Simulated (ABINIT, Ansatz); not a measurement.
An input for ABINIT 10.8.3 (CaO (Lime)):

```
acell 3*1.0 Angstrom
rprim 
  -0.000000000000 2.406500000000 2.406500000000
  2.406500000000 -0.000000000000 2.406500000000
  2.406500000000 2.406500000000 -0.000000000000
ntypat 2
znucl 20 8
natom 2
typat 1 2
xred 
  0.000000000000 0.000000000000 0.000000000000
  0.500000000000 0.500000000000 0.500000000000
pp_dirpath "pseudos"
pseudos "Ca.upf, O.upf"
ecut 36
ngkpt 6 6 6
nshiftk 1
shiftk 0 0 0
kptopt 1
chksymbreak 0
istwfk *1
occopt 1
irdwfk 1
optdriver 4
nband 160
gwcalctyp 0
ecutsigx 36
symsigma 1
nkptgw 2
kptgw 
  0.0000000000 0.0000000000 0.0000000000
  0.5000000000 0.5000000000 0.0000000000
bdgw 
  6 12
  7 10
ecuteps 8.8
irdscr 1
ppmodel 1
indata_prefix "in"
outdata_prefix "out"
tmpdata_prefix "tmp"
```

```sh
OMP_NUM_THREADS=1 mpirun -n 8 abinit run.abi > log
```

**Question.** Estimate wall time and host memory on 8 MPI ranks of Arm Neoverse V1, shared host.

It took 17 s; on shared hardware allow 8.7 s to 35 s. Peak host memory was 2.0 GiB.

[Paths, hosts, dates, memory and timing lines, banners, echoed tables and standing remarks are left out of the program output.]

[Logs are printed without paths, hosts, clocks, repeated set-up lines and the standing remarks that a program may print on its own settings, such as how far it seeks lower states.]

[Runs of the session that timed out or met a known fault of the program may be left out.]

[Hosts, paths, dates, database ids (printed as entryN), source tags and the programs' standing remarks are cut or masked in the printed files.]

[G0W0 gaps are taken among the corrected bands and points alone; a level outside them can change the order at an edge.]

[Where Ansatz stands beside ABINIT at settings called matched, ABINIT's density can come from a denser mesh and the files from another edition; pairs whose starting gaps differed by over 0.03 eV were left out, so agreement reads better than it is.]
